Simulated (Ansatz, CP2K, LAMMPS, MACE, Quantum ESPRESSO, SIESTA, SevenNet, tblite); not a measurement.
# Bulk modulus of amorphous Ge (61 atoms) across programs

How stiff is amorphous Ge (61 atoms) under an even change of volume, and do other programs and learned potentials give the same pressure and slope as plane waves?

Results are calculated, not measured.

### Step 1. The cell

The cell holds 61 atoms (61 Ge), with edges of 11.10, 11.10 and 11.10 Å. Recipe: 61 atoms (61 Ge) placed at random at 5.38 g/cm³, melted at 3500 K for 10 ps at fixed volume with the Tersoff potential (Tersoff, Phys. Rev. B 39, 5566 (1989)). Quenched from 3500 K to 100 K at 5 K/ps and fixed volume, held 5 ps, then minimised at fixed cell. Then the atoms were relaxed with MACE MP-0b3 medium in the fixed cell.

Bonds by pair of elements; cutoffs follow the first minimum of g(r), held within bounds set by covalent radii, and pairs that aren't listed don't count as bonded:

```csv
pair A-B,cutoff (Å),bonds,mean length (Å),spread (Å),shortest (Å),B about A,A about B
Ge-Ge,2.93,126,2.50,0.069,2.40,4.13,4.13
```

### Step 2. The reference input

Quantum ESPRESSO 7.5: Kohn-Sham DFT, PBE, SSSP efficiency 1.3.0 pseudopotentials, plane waves. Its input, pw.in, for the unchanged cell:

```
&control
  calculation = 'scf'
  pseudo_dir = './pseudo'
  outdir = './tmp'
  disk_io = 'none'
  tprnfor = .true.
  tstress = .true.
/
&system
  ibrav = 0
  nat = 61
  ntyp = 1
  ecutwfc = 45
  ecutrho = 360
  nosym = .true.
  occupations = 'smearing'
  smearing = 'fd'
  degauss = 0.003675
/
&electrons
  conv_thr = 3.0e-07
  electron_maxstep = 100
  mixing_beta = 0.2
  mixing_mode = 'local-TF'
  diagonalization = 'david'
/
ATOMIC_SPECIES
Ge 72.630 Ge.upf
CELL_PARAMETERS angstrom
11.09880 0.00000 0.00000
0.00000 11.09880 0.00000
0.00000 0.00000 11.09880
ATOMIC_POSITIONS crystal
Ge 0.07362 0.97878 0.57145
Ge 0.64982 0.25377 0.57267
Ge 0.39958 0.43951 0.72438
Ge 0.13623 0.26421 0.12582
[... 55 atom lines left out ...]
Ge 0.68567 0.91169 0.94454
Ge 0.16133 0.04795 0.07564
K_POINTS gamma
```

```console
$ OMP_NUM_THREADS=1 mpirun -np 4 pw.x -in pw.in > output.txt
```

Elapsed: 4.9 min, on 4 MPI ranks of Arm Neoverse N1, shared host; peak memory 4 GiB.

It converged with an r.m.s. force component of 0.21 eV/Å and a pressure of 5.0 GPa.

### Step 3. The levels

Every level solves the same cells as single points. CPU time is summed over a level's finished runs, on a host shared with the other runs, so it is rough; the force column is the median over cells of the r.m.s. difference of force components from the reference.

| level | basis or training data | k-points | runs finished | CPU time | peak memory (GiB) | force difference (meV/Å) |
| --- | --- | --- | --- | --- | --- | --- |
| QE, PBE | plane waves, SSSP efficiency, 45/360 Ry | Γ | 3 of 3 | 59 min | 4.1 | reference |
| CP2K double zeta, PBE | DZVP-UZH, GTH, 350 Ry | Γ | 3 of 3 | 12 min | 1.9 | 33 |
| CP2K triple zeta, PBE | TZVP-UZH, GTH, 350 Ry | Γ | 3 of 3 | 12 min | 2.0 | 28 |
| tblite GFN1-xTB | tight binding with its own dispersion term | Γ | 3 of 3 | 34 s | 0.13 | 139 |
| MACE MP-0b3 medium | trained on PBE(+U) plane-wave data | - | 3 of 3 | 35 s | 0.78 | 215 |
| SevenNet l3i5 | trained on PBE(+U) plane-wave data | - | 3 of 3 | 42 s | 0.94 | 236 |

The reference's own r.m.s. force component runs from 208 to 225 meV/Å over these cells. MACE MP-0b3 medium relaxed the atoms, so in the cells that it relaxed its forces are near zero and its entry mostly repeats the reference's forces.

### Step 4. Pressure against volume

The cell is scaled evenly, and at each volume MACE MP-0b3 medium relaxes the atoms again before the single points. The unchanged volume is 22.413 Å³ an atom. Pressures in GPa:

```csv
level,-3 %,0,+3 %
"QE, PBE",7.07,4.99,3.10
"CP2K double zeta, PBE",8.02,5.86,3.89
"CP2K triple zeta, PBE",7.86,5.70,3.72
tblite GFN1-xTB,9.41,6.65,4.14
MACE MP-0b3 medium,4.27,2.69,1.22
SevenNet l3i5,5.81,3.82,2.04
```

Energy less that of the unchanged cell at the same level, in meV an atom:

```csv
level,-3 %,+3 %
"QE, PBE",27.04,-18.47
"CP2K double zeta, PBE",29.94,-21.21
"CP2K triple zeta, PBE",28.93,-20.30
tblite GFN1-xTB,36.05,-24.47
MACE MP-0b3 medium,14.41,-8.25
SevenNet l3i5,19.16,-12.07
```

### Step 5. Moduli

From the three volumes nearest the unchanged one: B from the slope of pressure against ln V and from the curvature of the energy, the pressure that the slope of the energy implies, and the volume change at which the printed pressure crosses zero (a dash if it doesn't within the range).

```csv
level,B from pressures (GPa),B from energies (GPa),printed pressure (GPa),pressure from energies (GPa),zero pressure at (%)
"QE, PBE",66.1,68.1,4.99,5.42,-
"CP2K double zeta, PBE",68.8,69.3,5.86,6.09,-
"CP2K triple zeta, PBE",69.1,68.5,5.70,5.87,-
tblite GFN1-xTB,87.7,92.0,6.65,7.21,-
MACE MP-0b3 medium,50.7,49.0,2.69,2.70,-
SevenNet l3i5,62.8,56.3,3.82,3.72,-
```

As a check by hand on the reference: from -3 to +3 % the pressure falls by 3.97 GPa while ln V grows by 0.0600, a ratio of 66.1 GPa.

### Step 6. Findings

The plane-wave reference (PBE) gives a bulk modulus of 66.1 GPa from its pressures, at a volume where its pressure is 4.99 GPa, and the pressure stays positive over the whole range. Other programs at PBE: CP2K double zeta, PBE 68.8 GPa (+4 %) and CP2K triple zeta, PBE 69.1 GPa (+4 %); their pressures lie +0.70 to +0.87 GPa from the reference's. Learned potentials: MACE MP-0b3 medium 50.7 GPa (-23 %) and SevenNet l3i5 62.8 GPa (-5 %); their pressures lie -2.30 to -1.18 GPa from the reference's.

Tight binding: tblite GFN1-xTB 87.7 GPa (+33 %); its pressure lies +1.66 GPa from the reference's. The moduli are read at one volume but at unlike pressures, and a cell under tension is as a rule softer than one under compression. Moduli from the energies run from 49 to 92 GPa and part from those from pressures by as much as -10 % (SevenNet l3i5); they rest on differences of a few meV an atom and hold the work of each level's leftover forces.

**Limits.** The atoms follow MACE MP-0b3 medium, not each level's own minimum, so these moduli only approach relaxed ones and hang on that choice. Three points at finite strain give rough moduli, at the given volume rather than at zero pressure. Pressures at a fixed plane-wave cutoff or in a small atom-centred basis hold some basis error. The quench rate of 5 K/ps is many orders above laboratory rates, so the cell is likely richer in defects and strain than a real sample. The reference samples only Γ, in a cell whose shortest periodic width is 11 Å. The reference isn't exact: its cutoffs and mesh weren't converged further here. Spin–orbit coupling is left out. Where levels are smeared, the DFT runs use Fermi–Dirac occupations at 580 K (0.05 eV), and energies are free energies.

[Long decimals in the printed logs are rounded to 6 places.]

[Logs are printed without paths, hosts, clocks, repeated set-up lines and the standing remarks that a program may print on its own settings, such as how far it seeks lower states.]

[Hosts, paths, dates, database ids (printed as entryN), source tags and the programs' standing remarks are cut or masked in the printed files.]
